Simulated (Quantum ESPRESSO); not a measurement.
# Zr (Zirconium): from the cell to the phonon bands, part 3 of 3

How does Zr (Zirconium) vibrate, and is this structure a minimum?

Quantum ESPRESSO 7.5; DFT LDA, scalar-relativistic, plane waves, PseudoDojo norm-conserving pseudopotentials.

So far, highest frequency (cm⁻¹): step 9 (interpolated phonon bands) 211. The relaxed cell has a = 3.147, c = 5.082 Å (conventional setting).

## (10) Sums over the zone

Sums over the zone need many more wavevectors than were solved, so the interpolation is sampled on a dense mesh.

Input file matdyn.in:

```
&input
   asr = 'crystal'
   flfrc = 'x.fc'
   dos = .true.
   fldos = 'x.dos'
   nk1 = 17
   nk2 = 17
   nk3 = 9
   deltaE = 0.3
   la2F = .true.
/
```

Command:

```console
$ matdyn.x -in matdyn.in > matdyn.out
```

Numbers of over 12 decimals in the logs are rounded to 6 here.

Output:

```text
[banner, memory and clock lines left out]
Program MATDYN v.7.5

 mass for atomic type   1 not given; uses mass from file x.fc
 Norm of the difference between old and new effective charges:    0.000000

 Norm of the difference between old and new force-constants:   2.54562e-06

     Message from routine matdyn:
     Z* not found in file x.fc, TO-LO splitting at q=0 will be absent!
 Norm of the difference between old and new effective charges:    0.000000

 Norm of the difference between old and new force-constants:   1.70333e-05

 Norm of the difference between old and new effective charges:    0.000000

 Norm of the difference between old and new force-constants:   4.36376e-05

 Norm of the difference between old and new effective charges:    0.000000

 Norm of the difference between old and new force-constants:   9.68515e-05

 Norm of the difference between old and new effective charges:    0.000000

 Norm of the difference between old and new force-constants:   0.000230444

 Norm of the difference between old and new effective charges:    0.000000

 Norm of the difference between old and new force-constants:   0.000477125

 Norm of the difference between old and new effective charges:    0.000000

 Norm of the difference between old and new force-constants:   0.000801501

 Norm of the difference between old and new effective charges:    0.000000

 Norm of the difference between old and new force-constants:   0.00117168

 Norm of the difference between old and new effective charges:    0.000000

 Norm of the difference between old and new force-constants:   0.00157227

 Norm of the difference between old and new effective charges:    0.000000

 Norm of the difference between old and new force-constants:   0.00199407

 Norm of the difference between old and new effective charges:    0.000000

 Norm of the difference between old and new force-constants:   0.00243133

Note: The following floating-point exceptions are signalling: IEEE_UNDERFLOW_FLAG
```

It took 28 s on 1 thread of Arm Neoverse V1, shared host.

Numbers from this step:

```
share of modes beyond 3i cm⁻¹ on the dense interpolated mesh : 0
zero-point energy per atom                                   : 23.64 meV
heat capacity at 300 K                                       : 24.10 J/(mol atoms K)
vibrational entropy at 300 K                                 : 39.52 J/(mol atoms K)
```

Tetrahedra. The phonon density of states by wavenumber; read off at these points:

wavenumber (cm⁻¹), phonon density of states (1/cm⁻¹/cell) and a bar:
```
      0.0     0.0000 
      5.0     0.0001 
     10.0     0.0003 
     15.0     0.0009 
     20.0     0.0016 #
     25.0     0.0026 #
     30.0     0.0039 #
     35.0     0.0054 ##
     40.0     0.0075 ###
     45.0     0.0092 ####
     50.0     0.0119 ####
     55.0     0.0150 ######
     60.0     0.0190 #######
     65.0     0.0244 #########
     70.0     0.0312 ############
     75.0     0.0409 ###############
     80.0     0.0653 #########################
     85.0     0.0525 ####################
     90.0     0.0474 ##################
     95.0     0.0421 ################
    100.0     0.0389 ###############
    105.0     0.0359 ##############
    110.0     0.0336 #############
    115.0     0.0280 ###########
    120.0     0.0242 #########
    125.0     0.0333 #############
    130.0     0.0382 ##############
    135.0     0.0401 ###############
    140.0     0.0428 ################
    141.6     0.0430 ################
    145.0     0.0366 ##############
    150.0     0.0374 ##############
    155.0     0.0425 ################
    160.0     0.0484 ##################
    160.8     0.0512 ###################
    165.0     0.0351 #############
    170.0     0.0468 ##################
    172.8     0.0791 ##############################
    175.0     0.0599 #######################
    180.0     0.0564 #####################
    185.0     0.0585 ######################
    186.0     0.0616 #######################
    190.0     0.0502 ###################
    195.0     0.0096 ####
    200.0     0.0060 ##
    205.0     0.0037 #
    210.0     0.0003
```

Harmonic thermodynamic functions per atom, summed over the density of states scaled to three modes an atom; melting is ignored. Thermodynamic functions:

```
T (K)  F_vib (meV/atom)  S (J/mol-atom/K)  C_V (J/mol-atom/K)
    0             23.64                 0                   0
   50             22.87             5.009               10.01
  100              17.6             15.16               18.77
  200             -6.38             29.93               23.12
  300            -42.68             39.52                24.1
  400            -87.43             46.52               24.46
  500            -138.6                52               24.64
  600            -194.9              56.5               24.73
  700            -255.5             60.31               24.79
  800            -319.7             63.62               24.82
  900            -387.2             66.55               24.85
 1000            -457.6             69.17               24.87
```

At 300 K the heat capacity has reached 97 % of the Dulong-Petit value.

## (11) Summary of results

* space group after relaxation: P6_3/mmc
* volume per atom: 21.8 Å³
* highest optical zone-centre mode (no LO-TO term): 169.6 cm⁻¹
* lowest optical zone-centre mode: 63.4 cm⁻¹
* q mesh: 3×3×2
* lowest mode on the q mesh (acoustic ones at the zone centre apart): 41.2 cm⁻¹
* zero-point energy per atom: 23.6 meV
* heat capacity at 300 K: 24.1 J/(mol atoms K)
* vibrational entropy at 300 K: 39.5 J/(mol atoms K)
* imaginary modes on the q mesh: none

**Reading.** Zr (Zirconium) is dynamically stable on the 3×3×2 mesh; its spectrum reaches 211 cm⁻¹. At the LDA level the optical modes of Zr (Zirconium) at the zone centre run from 63 to 170 cm⁻¹. Along axes with an odd number of divisions the mesh misses the zone-boundary points at one half, where instabilities often lie; those are only interpolated. These are harmonic frequencies at zero temperature: anharmonic shifts and linewidths and thermal expansion are left out. In a metal the frequencies hang on the k mesh and the smearing, most of all near Kohn anomalies. The λ that matdyn.x prints is not taken as a result: on such q meshes it can be far off, most of all in cells of several atoms.

[Host names and launcher messages were left out of these logs when they were recorded.]

[Logs are printed without paths, hosts, clocks, repeated set-up lines and the standing remarks that a program may print on its own settings, such as how far it seeks lower states.]

[Hosts, paths, dates, database ids (printed as entryN), source tags and the programs' standing remarks are cut or masked in the printed files.]
